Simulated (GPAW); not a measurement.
# The basis that the transmission of a Au chain with an Ag atom bridging one bond needs

How well does a Au chain with an Ag atom bridging one bond conduct at low bias, and how far do basis and functional move the answer?

Main program and level: GPAW 26.7.0; GPAW LCAO, PAW setups; Landauer transmission from Green's functions with principal layers (ASE), zero bias.

This is a report of a sequence of runs, with most program output left out.

**1. Set-up**

The cell holds 11 atoms: 10 Au and 1 Ag. Its edges and angles: a = 9.000 Å, b = 9.000 Å, c = 26.200 Å, α = 90.0°, β = 90.0°, γ = 90.0°. Regions: left lead, 5 atoms (5 Au); channel, 1 atom (1 Ag); right lead, 5 atoms (5 Au). Vacuum lies along a and b. The structure is stacked along c, and the current runs across the ab planes.

As a file:

```cif
data_structure
_symmetry_space_group_name_H-M 'P 1'
_symmetry_Int_Tables_number 1
_cell_length_a 9.0000
_cell_length_b 9.0000
_cell_length_c 26.2000
_cell_angle_alpha 90.000
_cell_angle_beta 90.000
_cell_angle_gamma 90.000
_cell_volume 2122.20
loop_
_atom_site_label
_atom_site_type_symbol
_atom_site_fract_x
_atom_site_fract_y
_atom_site_fract_z
_atom_site_occupancy
Au1 Au 0.50000 0.50000 0.04962 1
Au2 Au 0.50000 0.50000 0.14885 1
Au3 Au 0.50000 0.50000 0.24809 1
Au4 Au 0.50000 0.50000 0.34733 1
Au5 Au 0.50000 0.50000 0.44656 1
Ag6 Ag 0.74014 0.50000 0.50000 1
Au7 Au 0.50000 0.50000 0.55344 1
Au8 Au 0.50000 0.50000 0.65267 1
Au9 Au 0.50000 0.50000 0.75191 1
Au10 Au 0.50000 0.50000 0.85115 1
Au11 Au 0.50000 0.50000 0.95038 1
```

**2. Double-zeta polarised basis**

Localised orbitals split the wire into layers that couple to their neighbours alone, which is what the Green's function method needs; double zeta with polarisation is the usual level for numbers.

run.py

```python
import json
import numpy as np
from ase import Atoms
from ase.transport.calculators import TransportCalculator
from gpaw import GPAW, FermiDirac
from gpaw.lcao.tools import get_lcao_hamiltonian
from scipy.linalg import eigh

# The junction with lead layers at both ends, along the third cell vector
device = Atoms(
    ['Au', 'Au', 'Au', 'Au', 'Au', 'Ag', 'Au', 'Au', 'Au', 'Au', 'Au'],
    positions=[
        [4.50000, 4.50000, 1.30000],
        [4.50000, 4.50000, 3.90000],
        [4.50000, 4.50000, 6.50000],
        [4.50000, 4.50000, 9.10000],
        [4.50000, 4.50000, 11.70000],
        [6.66128, 4.50000, 13.10000],
        [4.50000, 4.50000, 14.50000],
        [4.50000, 4.50000, 17.10000],
        [4.50000, 4.50000, 19.70000],
        [4.50000, 4.50000, 22.30000],
        [4.50000, 4.50000, 24.90000]],
    cell=[[9.0, 0.0, 0.0], [0.0, 9.0, 0.0], [0.0, 0.0, 26.2]],
    pbc=True)

# One principal layer of the lead: the first 3 atoms of the device
lead = Atoms(
    ['Au', 'Au', 'Au'],
    positions=[
        [4.50000, 4.50000, 1.30000],
        [4.50000, 4.50000, 3.90000],
        [4.50000, 4.50000, 6.50000]],
    cell=[[9.0, 0.0, 0.0], [0.0, 9.0, 0.0], [0.0, 0.0, 7.8]],
    pbc=True)

settings = dict(mode='lcao', basis='dzp', xc='PBE', h=0.2,
                occupations=FermiDirac(0.1), maxiter=250,
                mixer=dict(beta=0.1, nmaxold=8, weight=100.0),
                convergence=dict(density=0.0001))
energies = np.arange(-2, 2 + 1e-9, 0.05)
eta = 0.0001
n1, n2 = 1, 1
# k and -k transmit alike, so half of the mesh across the current serves
mesh = [(i, j) for i in range(n1) for j in range(n2) if (i, j) <= (-i % n1, -j % n2)]
weights = np.array([1 if (i, j) == (-i % n1, -j % n2) else 2 for i, j in mesh]) / (n1 * n2)

# [... helper functions left out ...]
fermi_lead = ground_state(lead, (1, 1, 15), 'lead.txt')
fermi_device = ground_state(device, (1, 1, 3), 'device.txt')
# [... loop over the mesh left out, but for ...]
        # Shift the lead onto the potential of the device's first layer
        shift = ((H[:, 0, 0] - H0[:, 0, 0]) / S0[0, 0]).real.mean()
# [...]
kT = 8.617333e-5 * 200
bias = [0.1, 0.2, 0.5, 1.0, 1.5, 2.0]
# [... integrals and printing left out ...]
```

Run with:

```bash
OMP_NUM_THREADS=1 OPENBLAS_NUM_THREADS=1 python run.py
```

The job ended after 65 s (1 thread of AMD EPYC 7R43, shared host; peak memory 0.93 GiB).

This step gave:

| Quantity | Value |
| --- | --- |
| conductance | 0.9972 G₀ |
| largest coupling past the next principal layer | 2.46e-7 eV |
| largest misfit of the first principal layer | 0.05406 eV |
| shift that aligns the lead | -0.01020 eV |
| basis functions of the junction | 177 |
| basis functions of a principal layer | 45 |
| transmission at the Fermi level (one spin) | 0.9970 |

One spin. Table of transmission, zone mean by energy, zero at the Fermi level:

energy (eV), transmission, zone mean and a bar:
```
    -2.00       1.63 ######################
    -1.85       1.74 #######################
    -1.75       2.06 ############################
    -1.70       1.72 #######################
    -1.60       1.51 ####################
    -1.50       1.92 ##########################
    -1.45       1.88 #########################
    -1.30       1.56 #####################
    -1.15       2.04 ###########################
    -1.05       2.23 ##############################
    -0.90       2.16 #############################
    -0.75       1.98 ###########################
    -0.60       1.79 ########################
    -0.50       1.66 ######################
    -0.35       1.49 ####################
    -0.20       1.30 #################
    -0.05       1.00 #############
     0.00       1.00 #############
     0.05       1.00 #############
     0.20       1.00 #############
     0.35       1.00 #############
     0.50       0.99 #############
     0.60       0.99 #############
     0.75       0.99 #############
     0.90       0.97 #############
     1.05       0.94 #############
     1.15       0.88 ############
     1.30       0.61 ########
     1.45       0.00 
     1.60       0.49 #######
     1.70       0.72 ##########
     1.85       0.85 ###########
     2.00       0.91 ############
```

Not self-consistent under bias; the bias window is split evenly. Table of current through one cell, from the zero-bias transmission by bias:

```csv
bias (V),"current through one cell, from the zero-bias transmission (μA)"
0.100,7.73
0.200,15.5
0.500,41.3
1.000,89.9
1.500,144
2.000,204
```

Table of transmission of the three most open eigenchannels by energy, zero at the Fermi level:

```csv
energy (eV),channel 1,channel 2,channel 3
-2.00,0.898,0.725,0.00521
-1.90,0.896,0.703,0.101
-1.80,0.885,0.706,0.187
-1.70,0.870,0.559,0.291
-1.55,0.661,0.613,6.1e-4
-1.45,0.986,0.575,0.323
-1.35,0.917,0.543,0.200
-1.25,0.875,0.510,0.0746
-1.15,0.854,0.636,0.475
-1.05,0.863,0.810,0.439
-0.90,0.945,0.717,0.382
-0.80,0.967,0.639,0.341
-0.70,0.981,0.560,0.302
-0.60,0.987,0.478,0.263
-0.50,0.991,0.398,0.226
-0.40,0.993,0.325,0.194
-0.25,0.977,0.209,0.152
-0.15,0.994,0.119,0.104
-0.05,0.997,3.5e-10,2.4e-10
0.00,0.997,2.5e-11,1.6e-11
0.05,0.997,3.6e-12,2.1e-12
0.15,0.997,0,0
0.25,0.997,0,0
0.40,0.996,0,0
0.50,0.994,0,0
0.60,0.992,0,0
0.70,0.988,0,0
0.80,0.984,0,0
0.90,0.971,0,0
1.05,0.936,0,0
1.15,0.880,0,0
1.25,0.746,0,0
1.35,0.410,0,0
1.45,0.00227,0,0
1.55,0.303,0,0
1.70,0.719,0,0
1.80,0.824,0,0
1.90,0.878,0,0
2.00,0.909,0,0
```

Couplings past the next layer reach 2.5e-7 eV, small enough to drop; the matrix elements of the cell's first layer differ from the bulk lead's by up to 0.054 eV. That layer keeps its own values in the calculation, and only beyond it is the lead taken as perfect. The Fermi levels of lead and junction count from different zeros of potential, one for each periodic cell; with both set to zero, the small remaining shift is what aligns them. Without spin-orbit coupling, which is large for these atoms, channel counts and T are those of the scalar-relativistic bands. By hand: G = 0.9972 × 77.48 μS = 77.3 μS, a resistance of 12.9 kΩ; at 0.1 V a linear junction would pass 7.73 μA, and the integral over the bias window gives 7.73 μA.

**3. Single-zeta polarised basis**

The second zeta is dropped, the polarisation orbitals stay.

run.py, as its differences from that of step 2:

```diff
@@ -36,3 +36,3 @@
 
-settings = dict(mode='lcao', basis='dzp', xc='PBE', h=0.2,
+settings = dict(mode='lcao', basis='szp(dzp)', xc='PBE', h=0.2,
                 occupations=FermiDirac(0.1), maxiter=250,
```

It took 52 s on 1 thread; peak memory 0.9 GiB.

This step gave:

* conductance: 1.003 G₀
* largest coupling past the next principal layer: 2.47e-7 eV
* largest misfit of the first principal layer: 0.05448 eV
* shift that aligns the lead: -0.008756 eV
* basis functions of the junction: 105
* basis functions of a principal layer: 27
* transmission at the Fermi level (one spin): 0.9991

One spin. Transmission, zone mean against energy, zero at the Fermi level:

```csv
energy (eV),"transmission, zone mean"
-2.000,1.67
-1.800,1.65
-1.600,1.34
-1.450,1.75
-1.400,1.55
-1.200,1.98
-1.100,2.07
-1.000,2.05
-0.800,1.91
-0.600,1.75
-0.400,1.63
-0.200,1.45
0.000,0.999
0.200,0.999
0.400,0.999
0.600,0.997
0.800,0.986
1.000,0.941
1.200,0.634
1.400,0.110
1.600,0.684
1.800,0.837
2.000,0.890
```

Not self-consistent under bias; the bias window is split evenly. The current through one cell, from the zero-bias transmission by bias:

```csv
bias (V),"current through one cell, from the zero-bias transmission (μA)"
0.100,7.82
0.200,16.0
0.500,43.8
1.000,94.2
1.500,148
2.000,205
```

Table of transmission of the three most open eigenchannels by energy, zero at the Fermi level:

```csv
energy (eV),channel 1,channel 2,channel 3
-2.000,0.906,0.710,0.0543
-1.800,0.869,0.624,0.161
-1.600,0.776,0.482,0.0805
-1.400,0.914,0.491,0.141
-1.200,0.761,0.758,0.420
-1.000,0.954,0.659,0.358
-0.800,0.992,0.541,0.307
-0.600,0.996,0.433,0.266
-0.400,0.995,0.358,0.239
-0.200,0.994,0.231,0.224
0.000,0.999,1.1e-10,1.0e-10
0.200,0.999,0,0
0.400,0.999,0,0
0.600,0.997,0,0
0.800,0.986,0,0
1.000,0.941,0,0
1.200,0.634,0,0
1.400,0.110,0,0
1.600,0.684,0,0
1.800,0.837,0,0
2.000,0.890,0,0
```

The conductance, 1.00 G₀, lies 0.6 % above that of the dzp run.

**4. Minimal basis**

One function for each valence shell of the setup, as for a first survey of a large system.

run.py, as its differences from that of step 3:

```diff
@@ -36,3 +36,3 @@
 
-settings = dict(mode='lcao', basis='szp(dzp)', xc='PBE', h=0.2,
+settings = dict(mode='lcao', basis='sz(dzp)', xc='PBE', h=0.2,
                 occupations=FermiDirac(0.1), maxiter=250,
```

It took 45 s on 1 thread; peak memory 0.88 GiB.

Numbers from this step:

```yaml
conductance: 1.002 G₀
largest_misfit_of_the_first_principal_layer: 0.05760 eV
shift_that_aligns_the_lead: -0.008370 eV
basis_functions_of_the_junction: 72
basis_functions_of_a_principal_layer: 18
transmission_at_the_fermi_level_one_spin: 0.9992
```

One spin. The transmission, zone mean by energy, zero at the Fermi level:

energy (eV), transmission, zone mean and a bar:
```
    -2.00       1.58 ########################
    -1.90       1.55 #######################
    -1.80       1.53 #######################
    -1.75       1.67 #########################
    -1.70       1.24 ###################
    -1.55       0.92 ##############
    -1.45       1.49 ######################
    -1.35       1.31 ####################
    -1.25       1.55 #######################
    -1.15       1.99 ##############################
    -1.10       2.00 ##############################
    -1.05       2.00 ##############################
    -0.90       1.91 #############################
    -0.80       1.82 ###########################
    -0.70       1.71 ##########################
    -0.60       1.64 ########################
    -0.50       1.57 ########################
    -0.40       1.52 #######################
    -0.25       1.38 #####################
    -0.15       1.32 ####################
    -0.05       1.00 ###############
     0.00       1.00 ###############
     0.05       1.00 ###############
     0.15       1.00 ###############
     0.25       1.00 ###############
     0.40       1.00 ###############
     0.50       1.00 ###############
     0.60       1.00 ###############
     0.70       0.99 ###############
     0.80       0.99 ###############
     0.90       0.97 ###############
     1.05       0.91 ##############
     1.15       0.76 ###########
     1.25       0.35 #####
     1.35       0.00 
     1.45       0.32 #####
     1.55       0.59 #########
     1.70       0.76 ###########
     1.80       0.81 ############
     1.90       0.85 #############
     2.00       0.87 #############
```

The conductance, 1.00 G₀, lies 0.4 % above that of the dzp run.

**5. RPBE in the dzp basis: xc = "RPBE"**

Back in the dzp basis, the functional changes from PBE to RPBE, to set the spread between functionals beside that between bases.

run.py, as its differences from that of step 4:

```diff
@@ -36,3 +36,3 @@
 
-settings = dict(mode='lcao', basis='sz(dzp)', xc='PBE', h=0.2,
+settings = dict(mode='lcao', basis='dzp', xc='RPBE', h=0.2,
                 occupations=FermiDirac(0.1), maxiter=250,
```

Elapsed: 62 s, on 1 thread; peak memory 0.93 GiB.

This step gave:

```
conductance                                    : 0.9970 G₀
largest coupling past the next principal layer : 2.64e-7 eV
largest misfit of the first principal layer    : 0.05507 eV
shift that aligns the lead                     : -0.01195 eV
basis functions of the junction                : 177
basis functions of a principal layer           : 45
transmission at the Fermi level (one spin)     : 0.9969
```

One spin. Table of transmission, zone mean by energy, zero at the Fermi level:

```csv
energy (eV),"transmission, zone mean"
-2.00,1.64
-1.85,1.76
-1.80,1.91
-1.70,2.01
-1.60,1.30
-1.50,1.92
-1.45,1.79
-1.30,1.50
-1.15,1.83
-1.05,2.20
-0.90,2.10
-0.75,1.92
-0.60,1.72
-0.50,1.58
-0.35,1.42
-0.20,1.25
-0.05,0.997
0.00,0.997
0.05,0.997
0.20,0.997
0.35,0.996
0.50,0.994
0.60,0.992
0.75,0.985
0.90,0.969
1.05,0.927
1.15,0.854
1.30,0.470
1.45,0.0830
1.60,0.651
1.70,0.800
1.85,0.891
2.00,0.930
```

The conductance equals that of the dzp run to 0.2 %.

**6. Cost and result by level**

Times are for 1 thread of AMD EPYC 7R43, shared host. Results by setting:

```csv
no.,run,conductance (G₀),time,memory (GiB)
1,dzp,0.9972,65 s,0.93
2,szp,1.003,52 s,0.9
3,sz,1.002,45 s,0.88
4,dzp RPBE,0.9970,62 s,0.93
```

**7. Comparison**

The curves are compared point by point over the common energies.

This step: comparison of transmission and cost over codes and levels (GPAW 26.7.0).

Ladder, by row:

```csv
step,code,T at the Fermi level (sum over the listed spins),conductance (G0),r.m.s. T(E) from the first,wall time (s),peak memory (GiB),threads
dzp,GPAW,0.997,0.9972,0,65.34,0.93,1
szp,GPAW,0.9991,1.003,0.1831,52.46,0.9,1
sz,GPAW,0.9992,1.002,0.2066,44.92,0.88,1
dzp-RPBE,GPAW,0.9969,0.997,0.1089,62.36,0.93,1
```

The transmission, zone mean, sum over the listed spins by energy, zero at the Fermi level:

```csv
energy (eV),dzp,szp,sz,dzp-RPBE
-2.000,1.63,1.67,1.58,1.64
-1.800,1.78,1.65,1.53,1.91
-1.750,2.06,1.67,1.67,1.69
-1.700,1.72,1.53,1.24,2.01
-1.600,1.51,1.34,1.25,1.30
-1.500,1.92,1.20,1.45,1.92
-1.450,1.88,1.75,1.49,1.79
-1.400,1.76,1.55,1.39,1.69
-1.200,1.38,1.98,1.94,1.34
-1.100,2.20,2.07,2.00,2.17
-1.050,2.23,2.07,2.00,2.20
-1.000,2.22,2.05,1.98,2.18
-0.800,2.04,1.91,1.82,1.98
-0.600,1.79,1.75,1.64,1.72
-0.400,1.54,1.63,1.52,1.47
-0.200,1.30,1.45,1.36,1.25
0.000,0.997,0.999,0.999,0.997
0.200,0.997,0.999,0.999,0.997
0.400,0.996,0.999,0.999,0.996
0.600,0.992,0.997,0.997,0.992
0.800,0.984,0.986,0.988,0.981
1.000,0.952,0.941,0.939,0.946
1.200,0.828,0.634,0.597,0.782
1.400,0.156,0.110,0.135,0.00821
1.600,0.494,0.684,0.667,0.651
1.800,0.824,0.837,0.814,0.870
2.000,0.909,0.890,0.867,0.930
```

**8. K-points along the lead 2, potential alignment off**

The lead's own mesh along the current sets its density and potential; where the lead is aligned to the junction's end layer, a rigid shift drops out. Without the shift, lead and junction are matched by their Fermi levels alone.

This step: GPAW LCAO, PAW setups; Landauer transmission from Green's functions with principal layers (ASE), zero bias (GPAW 26.7.0).

run.py, as its differences from that of step 5:

```diff
@@ -36,3 +36,3 @@
 
-settings = dict(mode='lcao', basis='dzp', xc='RPBE', h=0.2,
+settings = dict(mode='lcao', basis='dzp', xc='PBE', h=0.2,
                 occupations=FermiDirac(0.1), maxiter=250,
@@ -48,7 +48,7 @@
 # [... helper functions left out ...]
-fermi_lead = ground_state(lead, (1, 1, 15), 'lead.txt')
+fermi_lead = ground_state(lead, (1, 1, 2), 'lead.txt')
 fermi_device = ground_state(device, (1, 1, 3), 'device.txt')
 # [... loop over the mesh left out, but for ...]
-        # Shift the lead onto the potential of the device's first layer
-        shift = ((H[:, 0, 0] - H0[:, 0, 0]) / S0[0, 0]).real.mean()
+        # Lead and device are aligned by their Fermi levels alone
+        shift = 0.0
 # [...]
```

The job ended after 60 s (1 thread; peak memory 0.92 GiB).

The run finished with changed settings (lead_nz = 2 and align = false); it serves as a test.

The two runs compared:

```csv
quantity,this run,sound run,difference
conductance (G₀),0.95798,0.99717,-0.0392
largest coupling past the next principal layer (eV),2.453e-7,2.459e-7,-6.0e-10
largest misfit of the first principal layer (eV),0.46697,0.054056,0.413
shift that aligns the lead (eV),0,-0.010196,0.0102
transmission at the Fermi level (one spin),0.95860,0.99700,-0.0384
```

One result that differs is the largest misfit of the first principal layer, 0.467 eV against 0.0541 eV.

**9. K-points along the lead 4**

The lead's own mesh along the current sets its density and potential; where the lead is aligned to the junction's end layer, a rigid shift drops out.

run.py, as its differences from that of step 8:

```diff
@@ -48,7 +48,7 @@
 # [... helper functions left out ...]
-fermi_lead = ground_state(lead, (1, 1, 2), 'lead.txt')
+fermi_lead = ground_state(lead, (1, 1, 4), 'lead.txt')
 fermi_device = ground_state(device, (1, 1, 3), 'device.txt')
 # [... loop over the mesh left out, but for ...]
-        # Lead and device are aligned by their Fermi levels alone
-        shift = 0.0
+        # Shift the lead onto the potential of the device's first layer
+        shift = ((H[:, 0, 0] - H0[:, 0, 0]) / S0[0, 0]).real.mean()
 # [...]
```

Run time: 59 s. Hardware: 1 thread; peak memory 0.92 GiB.

The run finished with changed settings (lead_nz = 4); it serves as a test.

Side by side:

```csv
quantity,this run,sound run,difference
conductance (G₀),0.99743,0.99717,2.5e-4
largest coupling past the next principal layer (eV),2.460e-7,2.459e-7,2.4e-11
largest misfit of the first principal layer (eV),0.079483,0.054056,0.0254
shift that aligns the lead (eV),-0.049261,-0.010196,-0.0391
transmission at the Fermi level (one spin),0.99700,0.99700,2.4e-6
```

One result that differs is the shift that aligns the lead, -0.0493 eV against -0.0102 eV.

**10. What came out**

| Property | Result |
| --- | --- |
| conductance | 0.997 G₀ |
| transmission at the Fermi level, mean of the spins | 0.997 |

What this shows: In the dzp basis the junction conducts 0.997 G₀ at 200 K, with T = 0.997 a spin at the Fermi level; the sz basis reaches that conductance within 10 %. At the Fermi level one eigenchannel carries the current (1.00). Measured against the first run (dzp), the nearest curve is that of dzp-RPBE (r.m.s. 0.11) and the farthest that of sz (0.21). Over the compared runs wall time goes from 45 s (sz) to 65 s (dzp), on a shared host. The geometry was built from estimated bond lengths and not relaxed, so the numbers describe this model structure. The run had no spin polarisation, so a magnetic state, which chains and small molecules with open shells often have, wasn't tested. Spin-orbit coupling is left out, which matters for the heavy atoms here. An evenly spaced straight chain is an idealisation: free chains tend to dimerise, zigzag or, where a band edge lies near the Fermi level, turn magnetic. The currents use the zero-bias T(E) throughout, which holds only while the bias is small against the distance to the nearest feature. The thermopower isn't quoted: it samples T(E) farther from the Fermi level than the conductance does, and the energy grid wasn't tested for it.

[Logs are printed without paths, hosts, clocks, repeated set-up lines and the standing remarks that a program may print on its own settings, such as how far it seeks lower states.]

[Hosts, paths, dates, database ids (printed as entryN), source tags and the programs' standing remarks are cut or masked in the printed files.]
